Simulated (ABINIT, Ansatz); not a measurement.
## GaCuSe2 (I-42d): G0W0 with ABINIT, start to end

How does a plane-wave GW calculation on GaCuSe2 (I-42d) run from the first input to the gap?

Method: PBE and many-body steps on it, plane waves, in ABINIT 10.8.3.

**Experimental background.**

- Gap 1.7 eV: thermal gap from Hall coefficient in intrinsic region, perpendicular to c; temperature-dependent Hall effect; bulk crystal (n-type Bridgman-grown single crystal) (“Growth and anisotropy of transport properties of CuGaSe2 single crystals”, 2018, pmc:6251020).

- Gap 1.72 eV: thermal gap from intrinsic conductivity perpendicular to c, 380-530 K; temperature-dependent electrical conductivity; bulk crystal (n-type Bridgman-grown single crystal) (“Growth and anisotropy of transport properties of CuGaSe2 single crystals”, 2018, pmc:6251020).

Most raw output is cut from this account.

In doubt: a PseudoDojo file used here is known to give poor structures and forces, which bears on pressures, cells, forces and phonons.

### 1. The starting structure

The structure is tetragonal, space group I-42d (No. 122). The conventional cell has a = 5.619 Å, b = 5.619 Å, c = 11.026 Å, α = 90.00°, β = 90.00°, γ = 90.00°. Nearest to Ga lie 4 Se at 2.42 Å. Nearest to Cu lie 4 Se at 2.42 Å. Nearest to Se lie 2 Ga at 2.42 Å and 2 Cu at 2.42 Å. Farther neighbours and most contacts between anions are not listed.

The cell and positions come from the Crystallography Open Database and are kept as given unless a step says otherwise.

### 2. Ground state

This step: ABINIT 10.8.3; DFT, PBE, plane waves, norm-conserving pseudopotentials.

The ground-state density comes first.

run.abi reads:

```
acell 3*1.0 Angstrom
rprim 
  -2.809550000000 2.809550000000 5.513000000000
  2.809550000000 -2.809550000000 5.513000000000
  2.809550000000 2.809550000000 -5.513000000000
ntypat 3
znucl 31 29 34
natom 8
typat 1 1 2 2 3 3 3 3
xred 
  0.500000000000 0.500000000000 0.000000000000
  0.250000000000 0.750000000000 0.500000000000
  0.000000000000 0.000000000000 0.000000000000
  0.750000000000 0.250000000000 0.500000000000
  0.375000000000 0.375620000000 0.500620000000
  0.624380000000 0.125000000000 0.999380000000
  0.875000000000 0.874380000000 0.499380000000
  0.125620000000 0.625000000000 0.000620000000
pp_dirpath "pseudos"
pseudos "Ga.upf, Cu.upf, Se.upf"
ecut 50
ngkpt 4 4 4
nshiftk 1
shiftk 0 0 0
kptopt 1
chksymbreak 0
nband 96
occopt 1
tolvrs 1e-08
nstep 60
prtwf 0
optforces 0
optstress 0
indata_prefix "in"
outdata_prefix "out"
tmpdata_prefix "tmp"
```

Started as:

```console
OMP_NUM_THREADS=1 mpirun -n 13 abinit run.abi > log
```

It took 6.4 min on 13 MPI ranks of Arm Neoverse V1, shared host; peak memory 4.2 GiB.

This step gave:

| Property | Result |
| --- | --- |
| total energy | -60856.4579 eV |
| gap | 0.2242 eV |
| k of the valence top | 0, 0, 0 |
| k of the conduction bottom | 0, 0, 0 |
| least direct gap | 0.2242 eV |

The gap is direct, at Γ.

### 3. Bands along the symmetry lines

The cheap functional maps the bands first; the places of the edges decide which points the dearer methods must see.

run.abi, as its differences from that of step 2:

```diff
@@ -21,14 +21,45 @@
 ecut 50
-ngkpt 4 4 4
-nshiftk 1
-shiftk 0 0 0
-kptopt 1
-chksymbreak 0
-nband 96
-occopt 1
-tolvrs 1e-08
-nstep 60
+iscf -2
+irdden 1
+kptopt 0
+nkpt 31
+kpt 
+  0.00000000 0.00000000 0.00000000
+  0.00000000 0.00000000 0.16666667
+  0.00000000 0.00000000 0.33333333
+  0.00000000 0.00000000 0.50000000
+  0.08333333 0.08333333 0.41666667
+  0.16666667 0.16666667 0.33333333
+  0.25000000 0.25000000 0.25000000
+  0.16666667 0.33333333 0.16666667
+  0.08333333 0.41666667 0.08333333
+  0.00000000 0.50000000 0.00000000
+  0.00000000 0.33333333 0.00000000
+  0.00000000 0.16666667 0.00000000
+  0.00000000 0.00000000 0.00000000
+  0.16666667 0.16666667 -0.16666667
+  0.33333333 0.33333333 -0.33333333
+  0.50000000 0.50000000 -0.50000000
+  0.43830961 0.56169039 -0.43830961
+  0.37661922 0.62338078 -0.37661922
+  0.31492883 0.68507117 -0.31492883
+  -0.31492883 0.31492883 0.31492883
+  -0.20995255 0.20995255 0.20995255
+  -0.10497628 0.10497628 0.10497628
+  0.00000000 0.00000000 0.00000000
+  -0.00000000 0.00000000 0.50000000
+  -0.04328588 0.04328588 0.50000000
+  -0.08657177 0.08657177 0.50000000
+  -0.12985765 0.12985765 0.50000000
+  0.50000000 0.50000000 -0.12985765
+  0.50000000 0.50000000 -0.25323843
+  0.50000000 0.50000000 -0.37661922
+  0.50000000 0.50000000 -0.50000000
+istwfk *1
+nband 95
+nbdbuf 2
+tolwfr 1e-08
+nstep 40
 prtwf 0
-optforces 0
-optstress 0
+prtvol 0
 indata_prefix "in"
```

Started as:

```console
OMP_NUM_THREADS=1 mpirun -n 16 abinit run.abi > log
```

It took 4.1 min on 16 MPI ranks; peak memory 3.5 GiB; 66 min of CPU time.

Numbers from this step:

```
gap                        : 0.2242 eV
k of the valence top       : 0, 0, 0
k of the conduction bottom : 0, 0, 0
least direct gap           : 0.2242 eV
```

The gap is 0.224 eV, as in the run before at this level.

Electronic bands along the path, in eV, zero at the top of the highest filled band:

```tsv
point	band 85	band 86	band 87	band 88	band 89	band 90	band 91	band 92
Γ	-1.53	-0.13	-0.13	0.00	0.22	1.90	2.27	3.98
X	-0.82	-0.82	-0.50	-0.50	1.18	1.18	3.31	3.31
P	-0.85	-0.85	-0.68	-0.68	1.62	1.62	3.04	3.04
N	-1.34	-1.21	-1.09	-0.55	2.19	2.58	3.23	4.13
Γ	-1.53	-0.13	-0.13	0.00	0.22	1.90	2.27	3.98
M	-1.22	-1.22	-0.91	-0.91	1.87	1.87	1.96	1.96
S	-1.41	-1.19	-0.74	-0.56	1.97	2.41	2.51	3.45
jump to S0	-1.41	-1.19	-0.74	-0.56	1.97	2.41	2.51	3.45
Γ	-1.53	-0.13	-0.13	0.00	0.22	1.90	2.27	3.98
jump to X	-0.82	-0.82	-0.50	-0.50	1.18	1.18	3.31	3.31
R	-0.85	-0.85	-0.69	-0.69	1.46	1.46	3.83	3.83
jump to G	-0.85	-0.85	-0.69	-0.69	1.46	1.46	3.83	3.83
M	-1.22	-1.22	-0.91	-0.91	1.87	1.87	1.96	1.96
```

### 4. Empty states on the mesh, 2×2×2 mesh, 406 bands

The sums over transitions need many empty states on a uniform mesh; this step solves for them.

run.abi reads:

```
acell 3*1.0 Angstrom
rprim 
  -2.809550000000 2.809550000000 5.513000000000
  2.809550000000 -2.809550000000 5.513000000000
  2.809550000000 2.809550000000 -5.513000000000
ntypat 3
znucl 31 29 34
natom 8
typat 1 1 2 2 3 3 3 3
xred 
  0.500000000000 0.500000000000 0.000000000000
  0.250000000000 0.750000000000 0.500000000000
  0.000000000000 0.000000000000 0.000000000000
  0.750000000000 0.250000000000 0.500000000000
  0.375000000000 0.375620000000 0.500620000000
  0.624380000000 0.125000000000 0.999380000000
  0.875000000000 0.874380000000 0.499380000000
  0.125620000000 0.625000000000 0.000620000000
pp_dirpath "pseudos"
pseudos "Ga.upf, Cu.upf, Se.upf"
ecut 50
ngkpt 2 2 2
nshiftk 1
shiftk 0 0 0
kptopt 1
chksymbreak 0
iscf -2
irdden 1
istwfk *1
nband 406
nbdbuf 36
tolwfr 1e-09
nstep 60
prtvol 0
indata_prefix "in"
outdata_prefix "out"
tmpdata_prefix "tmp"
```

Started as:

```console
OMP_NUM_THREADS=4 mpirun -n 4 abinit run.abi > log
```

Wall time 4.9 min (4 MPI ranks); peak memory 1.2 GiB.

This step gave:

```yaml
gap: 0.2242 eV
k_of_the_valence_top: 0, 0, 0
k_of_the_conduction_bottom: 0, 0, 0
least_direct_gap: 0.2242 eV
k_points_computed: 4
lowest_point_of_the_top_converged_band_above_the_valence_top: 71.3575 eV
```

On this mesh the gap is 0.224 eV.

### 5. Screening, 2×2×2 mesh, 203 bands, screening to 114.3 eV

The RPA dielectric matrix is built and inverted for each q.

This step: RPA screening on PBE, plane waves, norm-conserving pseudopotentials.

run.abi, as its differences from that of step 4:

```diff
@@ -26,10 +26,11 @@
 chksymbreak 0
-iscf -2
-irdden 1
 istwfk *1
-nband 406
-nbdbuf 36
-tolwfr 1e-09
-nstep 60
-prtvol 0
+occopt 1
+irdwfk 1
+optdriver 3
+nband 203
+ecuteps 4.2
+inclvkb 2
+awtr 1
+symchi 1
 indata_prefix "in"
@@ -37 +38,2 @@
 tmpdata_prefix "tmp"
+gwmem 10
```

Started as:

```console
OMP_NUM_THREADS=1 mpirun -n 16 abinit run.abi > log
```

Elapsed: 25 min, on 16 MPI ranks; peak memory 10 GiB.

This step gave:

| Item | Value |
| --- | --- |
| ε∞ with local fields, on this mesh, along the program's q direction | 338.8 |
| the same without local fields | 373.8 |
| plasma frequency | 37.34 eV |
| plane waves in the screening matrix | 461 |

Local fields lower ε∞ by 9 %. The value itself is an artefact of the mesh, where one narrow direct gap carries too much weight.

### 6. Self-energy, 2×2×2 mesh, 203 bands, screening to 114.3 eV

The self-energy is evaluated for the states that the input lists, and the levels follow from it, in one-shot runs by the linearised quasiparticle equation.

This step: G0W0 on PBE, plane waves, norm-conserving pseudopotentials.

run.abi, as its differences from that of step 5:

```diff
@@ -29,8 +29,15 @@
 irdwfk 1
-optdriver 3
+optdriver 4
 nband 203
+gwcalctyp 0
+ecutsigx 50
+symsigma 1
+nkptgw 1
+kptgw 
+  0.0000000000 0.0000000000 0.0000000000
+bdgw 
+  86 90
 ecuteps 4.2
-inclvkb 2
-awtr 1
-symchi 1
+irdscr 1
+ppmodel 1
 indata_prefix "in"
@@ -38,2 +45,2 @@
 tmpdata_prefix "tmp"
-gwmem 10
+gwmem 00
```

Elapsed: 61 s, on 16 MPI ranks; peak memory 20 GiB; 16 min of CPU time.

This step gave:

| Item | Value |
| --- | --- |
| G0W0 gap on the points computed | 0.5980 eV |
| starting gap on the mesh | 0.2242 eV |
| k of the valence top | 0, 0, 0 |
| k of the conduction bottom | 0, 0, 0 |
| Z at the valence top | 0.757 |
| Z at the conduction bottom | 0.813 |
| least direct G0W0 gap on the computed points | 0.5980 eV |

The gap on the mesh goes from 0.22 eV to 0.60 eV, a correction of +0.37 eV.

Limits: finite bands, cutoff and mesh; d shell near the gap, gap tends to lie low; no spin-orbit coupling; coarse k mesh. v1 is the top filled band, c1 the lowest empty one. Levels before and after the correction, in eV, zero at the valence-band top of each column:

```tsv
	conduction bottom	valence top
Kohn-Sham	0.22	0.00
G0W0	0.60	0.00
```

```tsv
	level	energy (eV)
Kohn-Sham	Γ v3-v2	-0.128
Kohn-Sham	Γ v1	0.000
Kohn-Sham	Γ c1	0.224
Kohn-Sham	Γ c2	1.901
G0W0	Γ v3-v2	-0.130
G0W0	Γ v1	0.000
G0W0	Γ c1	0.598
G0W0	Γ c2	1.921
```

### 7. Where the time went

Times are wall times on the hardware named with each run, good to a factor of about two.

```tsv
step	time	share	memory (GiB)
ground state	6.4 min	15 %	4.2
bands along the symmetry lines	4.1 min	10 %	3.5
empty states on the mesh	4.9 min	12 %	1.2
screening	25 min	60 %	10
self-energy	61 s	2 %	20
```

### 8. Summary of results

```
PBE gap              : 0.22 eV, direct
G0W0 gap on the mesh : 0.60 eV
GW settings          : 2×2×2 mesh, 203 bands, screening to 114.3 eV, Godby-Needs plasmon pole
known limits         : not at the basis limit; screening runs away on this mesh; d shell near the gap, gap tends to lie low; no spin-orbit coupling; coarse k mesh
```

**Reading.** G0W0 moves the gap on the mesh from 0.22 eV to 0.60 eV (+0.37 eV), with Z of 0.76 and 0.81 at the edges. Local fields lower the RPA ε∞ on this mesh from 373.77 to 338.82; a Γ-centred mesh this coarse tends to raise both, most where the direct gap is narrow, while a short band sum lowers them. Only 1 of the mesh's irreducible points was corrected, so a valley elsewhere could overtake. The dearest step here is «screening». Against experiment, by G0W0@PBE: the gap of 0.60 eV lies −1.10 eV from the measured 1.7 eV (transport, 2018); the gap of 0.60 eV lies −1.12 eV from the measured 1.72 eV (transport, 2018). The calculation has static nuclei and no excitons; a measured gap holds zero-point and thermal motion, which mostly lowers it. Bands and cutoff are finite, so the gap is not at the basis limit. The miss can reach some tenths of an eV and take either sign; the mesh is an error of its own. In the G0W0 run levels were corrected at 1 k point alone, so a gap called «on the mesh» is the least over those, and an edge elsewhere would be missed. The 2×2×2 mesh is coarse for this cell, which bears on the long-range parts of exchange and screening. On this mesh the RPA ε∞ passes 90, more than nearly any semiconductor shows; a coarse mesh does this where one point with a narrow direct gap carries much weight. The screening is then too strong, and the G0W0 gap should not be taken as the material's. A d shell, filled or nearly so, lies near the gap. One-shot GW converges very slowly in bands there, not always from below, and on a semilocal start the gap tends to come out low; starts rich in exact exchange can overshoot instead. The many-body steps are scalar-relativistic: spin-orbit coupling is not in them.

[Paths, hosts, dates, memory and timing lines, banners, echoed tables and standing remarks are left out of the program output.]

[Logs are printed without paths, hosts, clocks, repeated set-up lines and the standing remarks that a program may print on its own settings, such as how far it seeks lower states.]

[Runs of the session that timed out or met a known fault of the program may be left out.]

[Hosts, paths, dates, database ids (printed as entryN), source tags and the programs' standing remarks are cut or masked in the printed files.]

[G0W0 gaps are taken among the corrected bands and points alone; a level outside them can change the order at an edge.]

[Where Ansatz stands beside ABINIT at settings called matched, ABINIT's density can come from a denser mesh and the files from another edition; pairs whose starting gaps differed by over 0.03 eV were left out, so agreement reads better than it is.]
